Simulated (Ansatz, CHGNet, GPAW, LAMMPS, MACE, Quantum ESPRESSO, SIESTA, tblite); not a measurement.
# Glassy 61Al2O3-39P2O5 (mol %) (104 atoms): one structure in several programs

How near do other programs and methods come to a plane-wave reference for glassy 61Al2O3-39P2O5 (mol %) (104 atoms)? A plane-wave run serves as the reference.

Calculated with Quantum ESPRESSO 7.5; Kohn-Sham DFT, PBE, SSSP efficiency 1.3.0 pseudopotentials, plane waves.

## Step 1: The starting structure

The cell holds 104 atoms: 22 Al, 14 P and 68 O. Its edges and angles: a = 10.928 Å, b = 10.928 Å, c = 10.928 Å, α = 90.0°, β = 90.0°, γ = 90.0°. 104 atoms (22 Al, 14 P, 68 O) placed at random at 2.66 g/cm³, melted at 4000 K for 10 ps at fixed volume with the Morse and Coulomb pair potential with partial charges (Pedone, Malavasi, Menziani, Cormack and Segre, J. Phys. Chem. B 110, 11780 (2006)). Quenched from 4000 K to 300 K at 50 K/ps and fixed volume, held 10 ps at zero pressure.

## Step 2: The reference run

File pw.in:

```
&control
  calculation = 'scf'
  pseudo_dir = './pseudo'
  outdir = './tmp'
  disk_io = 'none'
  tprnfor = .true.
  tstress = .true.
/
&system
  ibrav = 0
  nat = 104
  ntyp = 3
  ecutwfc = 60
  ecutrho = 480
  nosym = .true.
  occupations = 'smearing'
  smearing = 'fd'
  degauss = 0.003675
/
&electrons
  conv_thr = 5.2e-07
  electron_maxstep = 100
  mixing_beta = 0.4
  mixing_mode = 'plain'
  diagonalization = 'david'
/
ATOMIC_SPECIES
Al 26.982 Al.upf
P 30.974 P.upf
O 15.999 O.upf
CELL_PARAMETERS angstrom
10.92802 0.00000 0.00000
0.00000 10.92802 0.00000
0.00000 0.00000 10.92802
ATOMIC_POSITIONS crystal
Al 0.18532 0.50291 0.35003
Al 0.85571 0.07066 0.49822
Al 0.47070 0.58053 0.27548
Al 0.36452 0.76912 0.05267
Al 0.83312 0.61063 0.56616
Al 0.15697 0.46730 0.61810
Al 0.99459 0.76715 0.69737
Al 0.27662 0.64047 0.78106
Al 0.42135 0.07772 0.24049
Al 0.80724 0.28159 0.32679
Al 0.84517 0.79690 0.11018
Al 0.40297 0.47498 0.05782
[... 88 atom lines left out ...]
O 0.09037 0.78739 0.59066
O 0.87607 0.24498 0.48204
O 0.49381 0.81416 0.58807
O 0.84667 0.65445 0.18053
K_POINTS gamma
```

Run with:

```
$ OMP_NUM_THREADS=1 mpirun -np 4 pw.x -in pw.in > output.txt
```

Standard output:

```text
Program PWSCF
     gamma-point specific algorithms are used
     one sub-group per band group will be used
     scalapack distributed-memory algorithm (size of sub-group:  2*  2 procs)
     Parallelization info
     sticks:   dense  smooth     PW     G-vecs:    dense   smooth      PW
     Min        4062    2027    505               390711   138078   17247
     Max        4072    2030    508               390714   138088   17256
     Sum       16273    8113   2029              1562849   552341   68999
     bravais-lattice index     =            0
     lattice parameter (alat)  =      20.6510  a.u.
     unit-cell volume          =    8806.8590 (a.u.)^3
     number of atoms/cell      =          104
     number of atomic types    =            3
     number of electrons       =       544.00
[... lines left out ...]
     scf convergence threshold =      5.2E-07
[... lines left out ...]
     number of k points=     1  Fermi-Dirac smearing, width (Ry)=  0.0037
[... lines left out ...]
     total energy              =   -3901.11122110 Ry
[... lines left out ...]
     total energy              =   -3907.71013983 Ry
[... lines left out ...]
     total energy              =   -3907.80143517 Ry
[... lines left out ...]
     total energy              =   -3907.86654146 Ry
[... lines left out ...]
     total energy              =   -3907.86654212 Ry
[... lines left out ...]
   -17.7591 -17.3658 -17.2369 -17.2198 -17.0895 -16.8342 -16.5377 -16.5166
   -16.4331 -16.3294 -16.0084 -16.0042 -15.9357 -15.9321 -15.9012 -15.8294
[...]
11.4598  11.5161  11.5841  11.6275  11.7276  11.7323  11.7749  11.8154
    11.8415  11.8682  11.8908  11.9263  11.9887  12.0414  12.1007  12.1296
    12.1633  12.2029  12.2405  12.3101  12.3923  12.4326
     the Fermi energy is     5.7915 ev
!    total energy              =   -3907.86654257 Ry
     estimated scf accuracy    <       0.00000002 Ry
     smearing contrib. (-TS)   =      -0.00000000 Ry
     internal energy E=F+TS    =   -3907.86654257 Ry
     The total energy is F=E-TS. E is the sum of the following terms:
     one-electron contribution =   -1354.52352871 Ry
     hartree contribution      =     981.01820148 Ry
     xc contribution           =    -638.02273710 Ry
     ewald contribution        =   -1487.64991513 Ry
     one-center paw contrib.   =   -1408.68856310 Ry
     convergence has been achieved in  12 iterations
     Forces acting on atoms (cartesian axes, Ry/au):
     atom    1 type  1   force =     0.01139260    0.00433386   -0.03772730
     atom    2 type  1   force =     0.09508302    0.00322550    0.15744176
     atom    3 type  1   force =     0.07506083   -0.00419163   -0.06786681
[...]
atom  103 type  3   force =     0.00326991    0.02924881    0.02359819
     atom  104 type  3   force =     0.05490831    0.02677380    0.02941459
     Total force =     0.797240     Total SCF correction =     0.000220
     Computing stress (Cartesian axis) and pressure
          total   stress  (Ry/bohr**3)                   (kbar)     P=       55.20
   0.00016593  -0.00004292  -0.00005554           24.41       -6.31       -8.17
  -0.00004292   0.00057672   0.00017777           -6.31       84.84       26.15
  -0.00005554   0.00017777   0.00038299           -8.17       26.15       56.34
     Message from routine punch:
     Nothing written, as per user request (disk_io='none')
```

The job ended after 4.4 min (4 MPI ranks of Arm Neoverse V2, shared host; peak memory 4.3 GiB).

Banners and routine set-up lines are dropped from the logs; longer cuts are marked.

Numbers from this run:

```
r.m.s. force component                           : 1.16 eV/Å
longest force                                    : 5.092 eV/Å
pressure                                         : 5.52 GPa
gap (highest filled to lowest empty level) : 3.349 eV
```

## Step 3: The ladder

The programs:
- CHGNet: machine-learned potential, published weights.
- GPAW 26.7.0: PAW with atomic orbitals (LCAO), plane waves or a real-space grid of spacing h.
- MACE: machine-learned potential, published weights.
- Quantum ESPRESSO 7.5: plane waves; labels (QE) give functional, pseudopotential set and cutoffs of waves/density.
- SIESTA 5.4.2: numerical atomic orbitals, whose automatically made sets are far from complete, with PseudoDojo norm-conserving potentials that we converted to its format (checked against plane waves on the same files for H, C, O, Si, Ge and Ca alone); labels give functional, basis size, energy shift and mesh cutoff.
- tblite 0.8.0: extended tight binding, driven from Python.

All use the same cell and atoms; the electronic-structure runs use the same k-mesh, and an electronic temperature of 580 K (0.05 eV) where levels are smeared.

Differences are against the plane-wave reference, forces as r.m.s. over components; share is that over the reference's r.m.s. force, slope the least-squares factor from reference forces to these. Total energies of different programs have different zeros and aren't compared.

```tsv
run	Δ force, r.m.s. (meV/Å)	share (%)	slope	Δ pressure (GPa)	Δ gap (eV)	cores	CPU time	memory (GiB)
reference	-	-	-	-	-	4	18 min	4.3
CHGNet 0.3.0 potential	192	16.6	0.898	-1.50	-	1	5.1 s	1.4
GPAW LDA, LCAO dzp, h 0.18 Å	247	21.3	1.084	-	-0.238	2	2.9 min	2.0
GPAW PBE, LCAO dzp, h 0.18 Å	388	33.4	1.153	-	-0.156	2	3 min	2.0
GPAW PBE, LCAO dzp, h 0.25 Å (coarse)	535	46.1	1.124	-	-0.165	1	84 s	0.82
GPAW PBE, LCAO szp(dzp), h 0.18 Å (coarse)	537	46.3	1.216	-	-0.251	1	2 min	1.6
MACE MP-0b3 medium potential	138	11.9	0.921	-1.45	-	1	9.3 s	1.2
MACE MPA-0 medium potential	127	10.9	0.942	-0.883	-	1	9.5 s	1.2
QE PBE, sssp-1.3.0-efficiency, 30/240 Ry (coarse)	41.9	3.61	1.002	-37.5	-0.0651	2	5.3 min	1.5
SIESTA PBE, DZ, shift 0.01 Ry, mesh 500 Ry (coarse)	1828	158	1.528	19.6	-0.380	2	2.9 min	1.6
SIESTA PBE, DZP, shift 0.01 Ry, mesh 500 Ry	172	14.8	1.078	2.42	-0.0396	4	7.3 min	3.0
SIESTA PBE, SZ, shift 0.02 Ry, mesh 500 Ry (coarse)	2454	211	1.720	18.7	-0.787	1	92 s	0.92
tblite GFN1-xTB	460	39.7	0.771	6.49	-	1	6.7 s	0.14
```

Rows marked coarse use a setting chosen to be so.

Times of the machine-learned potentials are mostly Python's start and the loading of weights.

CPU time is summed over cores on a shared host, where runs went side by side, so it is rough. Symmetry, cutoffs, thresholds, outputs and thread counts weren't matched or tuned between programs; memory under MPI is the largest rank's times the ranks.

Within one program, basis, potentials and functional, energies share a zero. Each run against its twin at the usual cutoff or grid and solver:

```tsv
run	twin	Δ energy (meV/atom)	Δ force, r.m.s. (meV/Å)	CPU time over the twin's
GPAW PBE, LCAO dzp, h 0.25 Å	LCAO dzp, h 0.18 Å	351	407	0.47 (this twin ran on 2 cores)
QE PBE, sssp-1.3.0-efficiency, 30/240 Ry	sssp-1.3.0-efficiency, 60/480 Ry	572	41.9	0.3 (this twin ran on 4 cores)
```

## Step 4: What came out

| Property | Result |
| --- | --- |
| reference r.m.s. force component | 1.16 eV/Å |
| nearest in forces | QE PBE, sssp-1.3.0-efficiency, 30/240 Ry (coarse), 3.6 % |
| farthest in forces | SIESTA PBE, SZ, shift 0.02 Ry, mesh 500 Ry (coarse), 211 % |
| cheapest electronic-structure run beside the reference | tblite GFN1-xTB, 6.7 s of CPU time |

The PBE runs in local orbitals, coarse settings apart, differ by 15 % (SIESTA PBE, DZP, shift 0.01 Ry, mesh 500 Ry) to 33 % (GPAW PBE, LCAO dzp, h 0.18 Å); basis, grid and potentials can all enter. Tight binding differs by 40 % (tblite GFN1-xTB); it is another model, with fitted parameters of its own, and the xTB methods hold dispersion. Machine-learned potentials differ by 11 % (MACE MPA-0 medium potential) to 17 % (CHGNet 0.3.0 potential); they were trained on other programs' data. Rows with another functional or a dispersion term differ by 21 % (GPAW LDA, LCAO dzp, h 0.18 Å), which mixes the change of model with differences of basis and potentials. Runs with settings chosen to be coarse differ by 3.6 % (QE PBE, sssp-1.3.0-efficiency, 30/240 Ry) to 211 % (SIESTA PBE, SZ, shift 0.02 Ry, mesh 500 Ry), their programs' other errors included. Of the electronic-structure runs that take under half the reference's CPU time, QE PBE, sssp-1.3.0-efficiency, 30/240 Ry comes nearest, at 3.6 % in 5.3 min against 18 min; its pressure misses by -37.5 GPa. GPAW PBE, LCAO dzp, h 0.18 Å stiffens the forces by a factor of 1.15 while following their directions (correlation 0.968); the slopes of the 4 GPAW runs lie between 1.08 and 1.22; the difference isn't even, but is largest on one element. At the same functional, gaps differ from the reference's 3.35 eV by between -0.79 and -0.04 eV. In pressure, QE PBE, sssp-1.3.0-efficiency, 30/240 Ry misses by -37.5 GPa, at the same functional; a cutoff this low leaves a large Pulay stress. In the reference: filled and empty levels are parted by 3.35 eV (on the run's k-points); a semilocal functional tends to put such gaps too low. In a disordered cell it changes from sample to sample, and tail or defect levels can set it. Periodic xTB results under one method name differ between programs and library versions. The reference's pressure holds the uncorrected Pulay stress of its 60 Ry basis, so small pressure differences, and their order, may be the reference's own error. In our tests on small cells the SSSP efficiency potentials stood apart from two norm-conserving sets, for C–F bonds most and for P–O bonds less, so differences between them and other runs here needn't be the other run's error. Machine-learned potentials mimic data converged in k, so the reference's own k-point error enters their differences. The quench rate of 50 K/ps is many orders above laboratory rates, so the cell is likely richer in defects and strain than a real sample. The network of bonds at the start is that of the classical potential that made the cell, and needn't be the one that DFT or experiment would give. The reference's stress is far from hydrostatic: its diagonal is 2.4, 8.5, 5.6 GPa, compression counted positive. The electronic-structure runs sample only Γ, in a cell whose shortest periodic width is 11 Å.

[Long decimals in the printed logs are rounded to 6 places.]

[Also dropped from logs without a mark: lines with file paths, logging warnings of Python, QE's lines on negative density and diagonalisation, SIESTA's first energy breakdown, zero terms and Voronoi charges.]

[Logs are printed without paths, hosts, clocks, repeated set-up lines and the standing remarks that a program may print on its own settings, such as how far it seeks lower states.]

[Hosts, paths, dates, database ids (printed as entryN), source tags and the programs' standing remarks are cut or masked in the printed files.]

[Not all failed runs are listed: runs killed by the host, ended in a Python traceback or in CONQUEST's support-function errors, and SIESTA runs with faulty potentials for Cu, Fe, Ni or Zn are left out.]
